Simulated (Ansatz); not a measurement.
# 1T-CrSSe monolayer in a perpendicular field, part 2 of 2

Aim: how the 1T-CrSSe monolayer screens a field along its normal, and what the field does to its bands. A positive field points along +c.

Ansatz 0.2.0; plane-wave DFT, PBE-D3(BJ), Ansatz PAW.

So far. Step 2 (Relaxation): The lattice constant a goes from 3.125 to 3.336 Å.

### Step 3. Atoms held, field 0

A sawtooth potential applies the field, turning back in the middle of the vacuum. With the dipole correction the typed value is the field outside the slab. The induced dipole is small, so the SCF threshold is tight.

The cell differs from the one that the last finished run ended in (c 37.248 → 20.876 Å).

Contents of input.yaml:

```yaml
crystal:
  lattice:
    - [3.3363126583, 0.0, 0.0]
    - [-1.6681563292, 2.8893315171, 0.0]
    - [0.0, 0.0, 20.8760367338]
  atoms:
    - { symbol: Se, position: [0.6666666667, 0.3333333333, 0.4311163136], spin: -0.17 }
    - { symbol: Cr, position: [0.0, 0.0, 0.5084487929], spin: 2.17 }
    - { symbol: S, position: [0.3333333333, 0.6666666667, 0.5688836864], spin: -0.1 }
magnetization:
  spin_polarized: true
kpoints:
  mp_grid: { grid: [18, 18, 1] }
  band_path:
    path: [[0, 0, 0], [0.5, 0, 0], [0.33333333, 0.33333333, 0], [0, 0, 0]]
    npoints: 16
hamiltonian:
  xc: pbe
  dispersion: d3bj
scf:
  occupations: { method: fermi_dirac, width: 0.02585 }
  convergence: { dr2_threshold: 1.0e-10 }
efield:
  axis: 3
  dipole_correction: true
  ramp_position: 0.97
  ramp_width: 0.06
  amplitude: 0
output:
  dos: { projected: true, e_range: [-6, 5] }
  write_potential: true
  write_density: true
  volumetric_format: npy
  elf: true
```

On the command line:

```bash
$ ansatz run input.yaml --threads 2 --pin off --max-ram 3072MiB --backend cpu --events-out ev --progress --plain --runs-dir out
```

Numbers of over 12 decimals in the logs are rounded to 6 here.

Output:

```text
[...]
Crystal: 3 atoms, lattice volume = 201.239 Å³
Basis set: ecut = 420 eV, 4005 PW (Γ)
Bands: 24, of which v1, the nominal top of the filled ones, is band 18 counted from 1 (17 counted from 0)
Symmetry: 6 space group operations
k-points: 37 of 324 (time reversal used)
[...]
Starting moments: Σ|m| = 2.44 μB on 3 of 3 sites
[...]
SCF iter   1: F=—  HF=-9751.181982 eV  |F-HF|=—  |Δ(HF+E_count)|=         —  Δρ=3.88e-2 (↑3.88e-2 ↓1.59e-2)  dr2=5.80e0  dr2_m=3.63e-1  M=1.163 μB ∫|m|=1.524 μB  β_m=0.77  ethr=3.10e-3  p=0.000 e·Å  D=1.03e-6 V/Å  ΔV_dip=-0.00 eV  dr2_dipole=9.46e-3  V_vac-E_F(+/−)=4.90/4.90 eV  ⟨swp⟩=10.1  Hψ=10331  notcnv=0
[...]
efield: sawtooth ramp at fractional position 0.9700 (set: `efield.ramp_position`, or a place that a band, a saddle search or an elastic batch's reference lends), width 0.0600; the density the first Hamiltonian is built on has a dipole p = 0.000 e·Å; the dipole correction subtracts the counter field D = 1.03e-6 V/Å, which shifts the + side's vacuum level by -0.00 eV against the − side's; the planar-averaged density in the ramp window peaks in size at 6.5e-6 e/Å³
[...]
SCF iter   2: F=—  HF=-9750.623670 eV  |F-HF|=—  |Δ(HF+E_count)|=   5.58e-1  Δρ=2.20e-2 (↑7.42e-3 ↓2.20e-2)  dr2=1.61e0  dr2_m=1.80e-1  M=1.718 μB ∫|m|=2.080 μB  β_m=0.34  ethr=3.10e-3  p=0.002 e·Å  D=1.54e-3 V/Å  ΔV_dip=-0.03 eV  dr2_dipole=5.46e-3  V_vac-E_F(+/−)=4.89/4.93 eV  ⟨swp⟩=2.5  Hψ=3675  notcnv=0  defer=70
density mixer auto → msr1: a metal under ldos (density of states about μ 1.45 of a free-electron gas's, 12 screened modes)
SCF iter   3: F=—  HF=-9750.939855 eV  |F-HF|=—  |Δ(HF+E_count)|=   3.16e-1  Δρ=2.14e-2 (↑1.43e-2 ↓2.14e-2)  dr2=3.21e-1  dr2_m=5.59e-1  M=2.090 μB ∫|m|=2.568 μB  β_m=0.31  ethr=3.10e-3  p=0.002 e·Å  D=1.37e-3 V/Å  ΔV_dip=-0.03 eV  dr2_dipole=2.96e-3  V_vac-E_F(+/−)=5.06/5.09 eV  ⟨swp⟩=2.2  Hψ=2807  notcnv=0  defer=70
[...]
SCF iter  14: F=-9751.177511 eV  HF=-9751.177511 eV  |F-HF|=1.09e-11  |Δ(HF+E_count)|=  1.46e-11  Δρ=1.85e-8 (↑1.85e-8 ↓1.00e-8)  dr2=1.50e-12  dr2_m=1.77e-13  M=2.160 μB ∫|m|=2.892 μB  ethr=1.00e-12  p=-0.013 e·Å  D=-1.15e-2 V/Å  ΔV_dip=0.24 eV  dr2_dipole=1.42e-14  V_vac-E_F(+/−)=5.70/5.46 eV  ⟨swp⟩=6.1  Hψ=6067  notcnv=0
SCF 1 converged in 14 iterations: F = -9751.177511 eV  dr2 = 1.50e-12
[...]
NSCF: frozen V_eff on 49 k-points
efield: sawtooth ramp at fractional position 0.9700 (kept from the solve that this one continues, or follows in the run), width 0.0600; the density the first Hamiltonian is built on has a dipole p = -0.013 e·Å; the dipole correction subtracts the counter field D = -1.15e-2 V/Å, which shifts the + side's vacuum level by +0.24 eV against the − side's; the planar-averaged density in the ramp window peaks in size at 6.3e-6 e/Å³
SCF converged after 14 iterations
Magnetization: 2.1596 μB (19.0798 up, 16.9202 down)
Absolute magnetization: 2.8818 μB (∫|ρ↑−ρ↓|, with the PAW one-centre terms)
[...]
Per-site moments (μB) at R_I (Å): [(-0.163647, 1.036730), (2.187369, 0.949831), (-0.092833, 0.949831)]
Free energy (F): -9751.177511 eV
[...]
Internal energy: -9751.172196 eV  (E = F + TS)
E sigma→0 (E₀):  -9751.174854 eV
Entropy (-TS):   -0.005315 eV (-1.772 meV/atom)
Fermi energy:    -1.376805 eV
Dipole field:    D = -0.011535 V/Å  (p = -0.012828 e·Å, saw-weighted, corrected)
Work function:   Φ+ = 5.7007 eV   Φ− = 5.4599 eV
Levels:          The Fermi level and band energies are counted from a zero that moves with the ramp; work functions are not
[...]
--- Band table (eV; the first three rows and the last of 74) ---
  k-point 0 ↑: bands = [... 14 lower, -3.0766, -2.6143, -2.6143, -1.7169, -0.4922, -0.4922, 1.7315, 1.7315, ... 2 higher]
  k-point 1 ↑: bands = [... 14 lower, -3.0109, -2.6584, -2.6529, -1.7720, -0.5946, -0.4928, 1.5115, 1.6859, ... 2 higher]
  k-point 2 ↑: bands = [... 14 lower, -2.9908, -2.7515, -2.7475, -1.9124, -0.7957, -0.5126, 1.0387, 1.5753, ... 2 higher]
  k-point 36 ↓: bands = [... 14 lower, -4.4129, -3.6367, -3.5917, 0.3921, 0.5786, 0.6610, 1.5006, 1.8874, ... 2 higher]
```

It took 33 s on 2 threads of Arm Neoverse V2, shared host; peak memory 0.7 GiB; 64 s of CPU time.

Reading the cycles: dr2 is the Hartree energy of the density residual (eV), the measure of convergence; HF is the Harris–Foulkes estimate of the energy, which meets the free energy F at convergence.

This step gave:

```yaml
energy_at_zero_smearing: -9751.1749 eV
total_moment: 2.160 μB
site_moments: -0.1636, 2.187, -0.09283 μB
work_function_upper_face: 5.701 eV
work_function_lower_face: 5.460 eV
dipole_along_the_normal: -0.01283 e·Å
step_between_the_vacuum_levels: 0.2408 eV
```

Running mean over a fixed 2.8 Å (it still follows the layers) of the planar mean; the ramp of the sawtooth is left out. Electron's electrostatic potential energy less the Fermi level against z:

z (Å), electron's electrostatic potential energy less the Fermi level (eV) and a bar from the least value:
```
      3.0       5.46 #############################
      3.5       5.46 #############################
      4.0       5.46 #############################
      4.5       5.46 #############################
      5.0       5.46 #############################
      5.5       5.45 #############################
      6.0       5.41 #############################
      6.5       5.23 #############################
      7.0       4.43 ###########################
      7.5       2.82 #######################
      8.0       1.02 ###################
      8.5      -0.78 ###############
      9.0      -2.87 ##########
      9.5      -5.12 #####
     10.0      -6.35 ##
     10.5      -6.97 
     11.0      -7.14 
     11.5      -6.08 ##
     12.0      -3.73 ########
     12.5      -1.12 ##############
     13.0       1.35 ####################
     13.5       3.65 #########################
     14.0       5.18 #############################
     14.5       5.60 ##############################
     15.0       5.68 ##############################
     15.5       5.70 ##############################
     16.0       5.70 ##############################
     16.5       5.70 ##############################
     17.0       5.70 ##############################
     17.5       5.70 ##############################
```

The density of states has structure finer than the step of the table below, so its rows give means over 0.2 eV, whole bins alone (the curve runs from -6 to 1.99 eV). Peaks (eV: height): total -4.51: 7.98, -4.35: 7.48, -3.13: 8.73, -2.42: 9.02, -0.38: 7.79, 1.86: 5.98, 1.94: 6.20; up -4.51: 5.97, -3.24: 3.17, -3.13: 7.02, -1.31: 3.26, -0.71: 4.77, -0.38: 7.54, -0.10: 4.84; down -4.35: 6.05, -3.77: 3.15, -2.55: 2.67, -2.42: 7.99, 1.31: 3.32, 1.86: 4.67, 1.94: 4.05.

The density of states by energy, zero at the Fermi level; means over each step; values in states/eV a cell:

```csv
energy (eV),total,up,down
-5.8,0.0577,0.0577,0
-5.6,0.455,0.451,0.00353
-5.4,0.876,0.488,0.388
-5.2,1.03,0.559,0.471
-5.0,1.41,0.896,0.517
-4.8,1.53,0.872,0.657
-4.6,2.73,1.65,1.08
-4.4,4.78,2.22,2.56
-4.2,2.57,1.11,1.45
-4.0,2.17,1.09,1.08
-3.8,1.56,0.415,1.15
-3.6,1.46,1.05,0.408
-3.4,2.27,1.86,0.405
-3.2,4.75,3.42,1.32
-3.0,4.30,2.63,1.67
-2.8,2.46,0.280,2.18
-2.6,3.46,1.20,2.26
-2.4,3.41,1.05,2.36
-2.2,2.93,1.55,1.38
-2.0,3.04,1.51,1.53
-1.8,2.54,1.37,1.17
-1.6,3.00,1.88,1.12
-1.4,3.17,1.92,1.25
-1.2,2.22,0.730,1.49
-1.0,2.10,0.940,1.16
-0.8,2.90,2.45,0.446
-0.6,1.90,1.57,0.334
-0.4,2.57,2.31,0.253
-0.2,2.20,2.00,0.203
0.0,2.75,2.59,0.164
0.2,1.29,1.16,0.132
0.4,1.01,0.914,0.0974
0.6,0.899,0.771,0.128
0.8,1.29,0.584,0.702
1.0,0.915,0,0.915
1.2,1.96,0,1.96
1.4,1.14,0,1.14
1.6,1.34,0.708,0.631
1.8,3.25,1.19,2.06
```

Projected DOS per atom over height of the atomic layer and energy from the Fermi level. Layers: Se Cr S from below.

Ten even steps from '0' (0.03 states/eV) to '9' (2.47 states/eV), each cell a mean:
```
292
030
040
111
110
251
150
152
322
542
432
522
245
345
355
112
313
626
113
112
001
000
```
Columns: height of the atomic layer (Å) from 9 to 11.9 (not evenly spaced); rows upwards: energy from the Fermi level (eV) from -5.96 to 1.96.

Projected DOS per atom, spin up over height of the atomic layer and energy from the Fermi level. Layers: Se Cr S from below.

Values in states/eV, 22 rows by 3 columns, each cell a mean:
```
0.26 0.70 0.40
0.02 0.08 0.04
0.01 0.00 0.01
0.32 0.14 0.23
0.34 0.37 0.22
0.52 1.40 0.33
0.18 1.32 0.17
0.23 1.35 0.49
0.14 0.47 0.16
0.66 0.90 0.27
0.51 0.65 0.28
0.67 0.48 0.29
0.39 0.36 0.27
0.21 0.73 0.51
0.52 1.17 0.92
0.23 0.38 0.33
0.30 0.32 0.42
0.80 0.43 0.68
0.26 0.31 0.48
0.17 0.23 0.33
0.13 0.15 0.19
0.03 0.04 0.04
```
Columns: height of the atomic layer (Å) from 9 to 11.9 (not evenly spaced); rows upwards: energy from the Fermi level (eV) from -5.96 to 1.96.

Projected DOS per atom, spin down over height of the atomic layer and energy from the Fermi level. Layers: Se Cr S from below.

Values in states/eV, 22 rows by 3 columns, each cell a mean:
```
0.33 1.77 0.12
0.10 0.82 0.06
0.09 1.11 0.12
0.03 0.37 0.06
0.05 0.03 0.02
0.08 0.05 0.03
0.12 0.08 0.04
0.23 0.10 0.07
0.76 0.16 0.38
0.65 0.17 0.39
0.67 0.19 0.37
0.62 0.24 0.42
0.36 0.81 1.06
0.60 0.45 0.86
0.29 0.21 0.40
0.16 0.14 0.33
0.48 0.19 0.43
0.83 0.28 0.90
0.25 0.16 0.40
0.18 0.11 0.20
0.10 0.06 0.09
0.00 0.00 0.00
```
Columns: height of the atomic layer (Å) from 9 to 11.9 (not evenly spaced); rows upwards: energy from the Fermi level (eV) from -5.96 to 1.96.

Deep bands are left out, so band numbers here count from the lowest band kept and differ from the log's. Electronic bands along the path, in eV, zero at the Fermi level; # counts the bands kept:

```csv
point,up #6,up #7,up #8,up #9,down #5,down #6,down #7,down #8
Γ,-1.24,-0.34,0.88,0.88,0.71,0.71,1.07,1.07
halfway,-1.43,-0.77,0.10,0.52,-1.14,-0.64,0.98,2.01
M,-1.14,-1.08,-0.52,-0.22,-2.05,-1.07,0.65,2.02
halfway,-2.19,-0.72,-0.38,-0.11,-2.12,-2.09,1.27,2.04
K,-2.54,-0.73,-0.26,-0.10,-2.26,-2.21,1.77,1.96
halfway,-1.31,-0.80,-0.09,0.42,-1.53,-1.10,1.33,1.77
Γ,-1.24,-0.34,0.88,0.88,0.71,0.71,1.07,1.07
```

Spin density in the ca plane at fractional y = 0.000, with atoms of Cr within 0.2 Å of it.

Ten even steps from '0' (0.0 e/Å³) to '9' (3.0 e/Å³), each cell a mean:
```
00000000000000000003751000000000000000000000
00000000000000000000210000000000000000000000
00000000000000000000000000000000000000000000
00000000000000000000000000000000000000000000
00000000000000000000000000000000000000000000
00000000000000000000000000000000000000000000
00000000000000000000100000000000000000000000
00000000000000000001431000000000000000000000
00000000000000000014982000000000000000000000
```
Columns run along c (16.0 Å, from fractional 0.16 to 0.92 of the cell), rows up along a (3.3 Å). Atoms in or near the plane, at fractional coordinates: Cr at (0.51, 0.00).

Electrostatic potential energy in the ca plane at fractional y = 0.000, with atoms of Cr within 0.2 Å of it. With pseudopotentials it is smooth inside the atoms' cores, unlike the true potential.

Values in eV, 5 rows by 16 columns, each cell a mean:
```
  4   4   4   4   4   4   3   0 -25 -23   1   4   4   4   4   4
  4   4   4   4   4   4   1  -4  -5  -5  -1   3   4   4   4   4
  4   4   4   4   4   4  -1  -9  -1  -2  -4   3   4   4   4   4
  4   4   4   4   4   4   2  -2 -11 -10   0   4   4   4   4   4
  4   4   4   4   4   4   3   0 -27 -26   1   4   4   4   4   4
```
Columns run along c (16.0 Å, from fractional 0.09 to 0.85 of the cell; values clipped at the 3rd and 97th percentile), rows up along a (3.3 Å). Atoms in or near the plane, at fractional coordinates: Cr at (0.51, 0.00).

ELF in the ca plane at fractional y = 0.000, with atoms of Cr within 0.2 Å of it. It is the smooth field of the valence electrons, not physical close to the nuclei.

Ten even steps from '0' (0.00) to '9' (0.93), each cell a mean:
```
00000000000000000001213798411100000000000000
00000000000000000123431354224310000000000000
00000000000000013466664112467653100000000000
00000000000000125777775323688875210000000000
00000000000000135777776324788875310000000000
00000000000000024677775212577764200000000000
00000000000000001345552232245431000000000000
00000000000000000012322587312100000000000000
00000000000000000001113899511000000000000000
```
Columns run along c (16.0 Å, from fractional 0.09 to 0.85 of the cell), rows up along a (3.3 Å). Atoms in or near the plane, at fractional coordinates: Cr at (0.51, 0.00).

The work function of the upper face is 5.70 eV.

### Step 4. Atoms held, field 0.1 V/Å

input.yaml, as its differences from that of step 3:

```diff
@@ -27,5 +27,4 @@
   ramp_width: 0.06
-  amplitude: 0
+  amplitude: 0.1
 output:
-  dos: { projected: true, e_range: [-6, 5] }
   write_potential: true
@@ -33,2 +32 @@
   volumetric_format: npy
-  elf: true
```

Output:

```text
[...]
Crystal: 3 atoms, lattice volume = 201.239 Å³
Basis set: ecut = 420 eV, 4005 PW (Γ)
Bands: 24, of which v1, the nominal top of the filled ones, is band 18 counted from 1 (17 counted from 0)
Symmetry: 6 space group operations
k-points: 37 of 324 (time reversal used)
[...]
Starting moments: Σ|m| = 2.44 μB on 3 of 3 sites
[...]
k-point 1 ↑: bands = [... 14 lower, -3.0267, -2.6648, -2.6589, -1.7687, -0.6006, -0.4995, 1.5052, 1.6796, ... 2 higher]
  k-point 2 ↑: bands = [... 14 lower, -3.0002, -2.7603, -2.7576, -1.9114, -0.8001, -0.5194, 1.0330, 1.5690, ... 2 higher]
  k-point 36 ↓: bands = [... 14 lower, -4.4182, -3.6519, -3.5888, 0.3856, 0.5709, 0.6529, 1.4947, 1.8840, ... 2 higher]
[key lines of the parts left out:]
SCF converged after 13 iterations
Magnetization: 2.1596 μB (19.0798 up, 16.9202 down)
Free energy (F): -9751.177569 eV
Fermi energy:    -1.383138 eV
Dipole field:    D = 0.012583 V/Å  (p = 0.013993 e·Å, saw-weighted, corrected)
```

Run time: 31 s. Hardware: 2 threads; peak memory 0.71 GiB; 61 s of CPU time.

The dipole is 0.0140 e·Å, 0.0268 e·Å from its value without field.

### Step 5. Single point, field -0.1 V/Å

input.yaml, as its differences from that of step 4:

```diff
@@ -27,3 +27,3 @@
   ramp_width: 0.06
-  amplitude: 0.1
+  amplitude: -0.1
 output:
```

Output:

```text
[...]
Crystal: 3 atoms, lattice volume = 201.239 Å³
Basis set: ecut = 420 eV, 4005 PW (Γ)
Bands: 24, of which v1, the nominal top of the filled ones, is band 18 counted from 1 (17 counted from 0)
Symmetry: 6 space group operations
k-points: 37 of 324 (time reversal used)
[...]
Starting moments: Σ|m| = 2.44 μB on 3 of 3 sites
[...]
k-point 1 ↑: bands = [... 14 lower, -2.9959, -2.6528, -2.6479, -1.7762, -0.5895, -0.4869, 1.5170, 1.6915, ... 2 higher]
  k-point 2 ↑: bands = [... 14 lower, -2.9825, -2.7463, -2.7353, -1.9143, -0.7922, -0.5067, 1.0436, 1.5808, ... 2 higher]
  k-point 36 ↓: bands = [... 14 lower, -4.4084, -3.6224, -3.5954, 0.3978, 0.5854, 0.6683, 1.5057, 1.8899, ... 2 higher]
[key lines of the parts left out:]
SCF converged after 13 iterations
Magnetization: 2.1596 μB (19.0798 up, 16.9202 down)
Free energy (F): -9751.180134 eV
Fermi energy:    -1.371306 eV
Dipole field:    D = -0.035638 V/Å  (p = -0.039634 e·Å, saw-weighted, corrected)
```

It took 32 s on 2 threads; peak memory 0.71 GiB; 62 s of CPU time.

The dipole is -0.0396 e·Å, -0.0268 e·Å from its value without field.

### Step 6. Response, atoms held

This step: plane-wave DFT, PBE-D3(BJ), Ansatz PAW; response to a field along the normal, atoms held (Ansatz 0.2.0).

The dipoles give the slope, and the difference of two potentials shows where the field is screened.

This step gave:

- equivalent conductor thickness p/(ε₀AE): 5.033 Å
- distance between the outer atoms: 2.876 Å

Table of dipole of the cell by applied field:

```csv
applied field (V/Å),dipole of the cell (e·Å)
-0.1000,-0.0396
0.0000,-0.0128
0.1000,0.0140
```

The total moment stays at 2.16 μB for applied field from -0.1 to 0.1 V/Å.

Local field over the applied field, running mean. From the potentials at -0.1 and 0.1 V/Å; running mean over 2.5 Å. The local field over applied field by z:

z (Å), local field over applied field and a bar:
```
      4.5      0.998 ##############################
      5.0      0.995 ##############################
      5.5      0.986 ##############################
      6.0      0.960 #############################
      6.5      0.900 ###########################
      7.0      0.782 #######################
      7.5      0.619 ##################
      8.0      0.442 #############
      8.5      0.268 #######
      9.0      0.131 ###
      9.5      0.062 #
     10.0      0.033 
     10.5      0.028 
     11.0      0.048 #
     11.5      0.098 ##
     12.0      0.201 #####
     12.5      0.359 ##########
     13.0      0.537 ################
     13.5      0.712 #####################
     14.0      0.859 ##########################
     14.5      0.944 ############################
     15.0      0.980 #############################
     15.5      0.993 ##############################
     16.0      0.998 ##############################
     16.5      0.999 ##############################
```

Electrons, planar mean, per unit field. Table of induced electron density by z:

z (Å), induced electron density (e/Å³ per V/Å) and a bar from the least value:
```
     4.06    0.00000 ###############
     4.49    0.00001 ###############
     4.93    0.00002 ###############
     5.36    0.00005 ################
     5.80    0.00012 ################
     6.23    0.00030 #################
     6.67    0.00070 ##################
     7.10    0.00151 #####################
     7.54    0.00282 ###########################
     7.97    0.00361 ##############################
     8.41    0.00200 #######################
     8.84    0.00086 ###################
     9.28    0.00081 ###################
     9.71   -0.00003 ###############
    10.15   -0.00095 ###########
    10.73    0.00053 #################
    11.16    0.00005 ################
    11.60   -0.00076 ############
    12.03   -0.00060 #############
    12.47   -0.00295 ###
    12.90   -0.00378 
    13.34   -0.00241 ######
    13.77   -0.00114 ###########
    14.21   -0.00048 #############
    14.64   -0.00019 ###############
    15.08   -0.00007 ###############
    15.51   -0.00003 ###############
    15.95   -0.00001 ###############
    16.38    0.00000 ###############
    16.82    0.00000 ###############
```

By hand: between -0.1 and 0.1 V/Å the dipole changes by 0.05363 e·Å, a slope of 0.2681 e·Å²/V. A perfect conductor of thickness t has p = ε₀AEt, so t = 180.95 × 0.2681 / 9.640 = 5.03 Å (e/ε₀ = 180.95 V·Å, A in Å²).

The induced dipole is that of a conductor 5.03 Å thick.

### Step 7. Summary of results

| Item | Value |
| --- | --- |
| gap without field | none |
| work function, upper face | 5.70 eV |
| step between the vacuum levels | 0.241 eV |
| equivalent conductor thickness, atoms held | 5.03 Å |

The induced dipole equals that of a perfect conductor 5.03 Å thick, while the outer atoms lie 2.88 Å apart. The two faces differ: the vacuum level above lies 0.24 eV higher than the one below. There is no gap over 0.03 eV, with or without the field. For an open d or f shell that can be the fault of a semilocal functional without a Hubbard term. The magnetic order is the one reached from the typed start; other orders were not compared. Spin-orbit coupling is left out.

[Logs are printed without paths, hosts, clocks, repeated set-up lines and the standing remarks that a program may print on its own settings, such as how far it seeks lower states.]

[Hosts, paths, dates, database ids (printed as entryN), source tags and the programs' standing remarks are cut or masked in the printed files.]

[Maps of the electrostatic potential energy from Ansatz leave out the sawtooth potential of an applied field or a dipole correction, so their vacuum need not be flat; planar profiles and work functions include it.]
